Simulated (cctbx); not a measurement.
## Diagnosing a refinement

Cell a = 4.3240 Å, b = 4.3240 Å, c = 10.6510 Å, α = 90.00°, β = 90.00°, γ = 90.00°; space group I4mm (no. 107).

The data are simulated with cctbx, not measured: Cu Kα, λ = 1.54184 Å, to d = 0.83 Å, 80 % of the full sphere, strongest reflection 40000 counts, noise from counting, a 4 % proportional error and a noise floor of 8 counts (s.d.); no absorption.

An anisotropic refinement with weights 1/σ² prints:

```text
Rint 0.032, 25 unique reflections to 1.68 A
cycle     R1     wR2    GooF  max shift (A)
   1  0.0108  0.0218   1.236   0.02388
   4  0.0076  0.0147   0.831   0.00012
final R1 0.0076 wR2 0.0147 GooF 0.831  parameters 13  data/parameter 1.9
atom        x        y        z      Ueq    occ   su(xyz)  su(Uiso or U11)
Au1    0.50000  0.50000  0.13011   0.0131  1.000  0.00014  0.0027
Nd1    0.50000  0.50000  0.48069   0.0247  1.000  0.00022  0.0045
Ti1    0.00000  0.50000  0.24282   0.0275  1.000  0.00071  0.0090
Ti2    0.00000  0.00000  0.39881   0.0275  1.000  0.00124  0.0113
difference map: max 0.13 min -0.09 rms 0.04
Q1    0.0000  0.0000  0.2956    2    0.13  1.10 A from Ti2
Q2    0.0000  0.0000  0.7235    2    0.13  1.00 A from Au1
Q3    0.0000  0.0000  0.1011    2    0.09  1.28 A from Nd1
Q4    0.0000  0.5000  0.4826    4    0.08  2.16 A from Nd1
```

Q: Accept it or mend it, and why?

Mend it. The fault: data cut at low resolution. Against the right model at the same level, R1 goes from 0.0094 to 0.0076 and GooF from 0.88 to 0.83. The atoms are right, but there are too few data for the parameters: R1 flatters and the s.u.s grow. Data per parameter fall from 10.8 to 1.9.

The compound is NdTi3Au. The right model at the same level gives:

```text
Rint 0.033, 141 unique reflections to 0.84 A
cycle     R1     wR2    GooF  max shift (A)
   1  0.0190  0.0649   2.768   0.02522
   2  0.0094  0.0205   0.876   0.00014
final R1 0.0094 wR2 0.0205 GooF 0.876  parameters 13  data/parameter 10.8
atom        x        y        z      Ueq    occ   su(xyz)  su(Uiso or U11)
Au1    0.50000  0.50000  0.13018   0.0138  1.000  0.00002  0.0001
Nd1    0.50000  0.50000  0.48067   0.0242  1.000  0.00005  0.0003
Ti1    0.00000  0.50000  0.24223   0.0196  1.000  0.00012  0.0006
Ti2    0.00000  0.00000  0.39860   0.0372  1.000  0.00025  0.0009
Flack x: -0.004(4)
Hooft y: 0.003(6)  Bijvoet pairs: 65
difference map: max 0.45 min -0.41 rms 0.12
Q1    0.0000  0.0000  0.8520    2    0.45  1.37 A from Nd1
Q2    0.0000  0.0000  0.7496    2    0.41  1.27 A from Au1
Q3    0.0000  0.0000  0.5119    2    0.41  1.21 A from Ti2
Q4    0.0000  0.3497  0.8805    8    0.36  1.61 A from Ti1
Q5    0.0000  0.0000  0.1274    2    0.29  1.56 A from Nd1
Q6    0.0000  0.3673  0.0916    8    0.29  1.70 A from Ti1
```

Isotropic U is held between 0.0001 and 1 Å² by the program, and listed peak heights are interpolated, so they can pass the grid's maximum.

The model is made up (kin elements in a known structure type, no relaxation), so it says nothing on whether the phase exists.

[Middle refinement cycles are left out of these outputs.]

[Logs are printed without paths, hosts, clocks, repeated set-up lines and the standing remarks that a program may print on its own settings, such as how far it seeks lower states.]
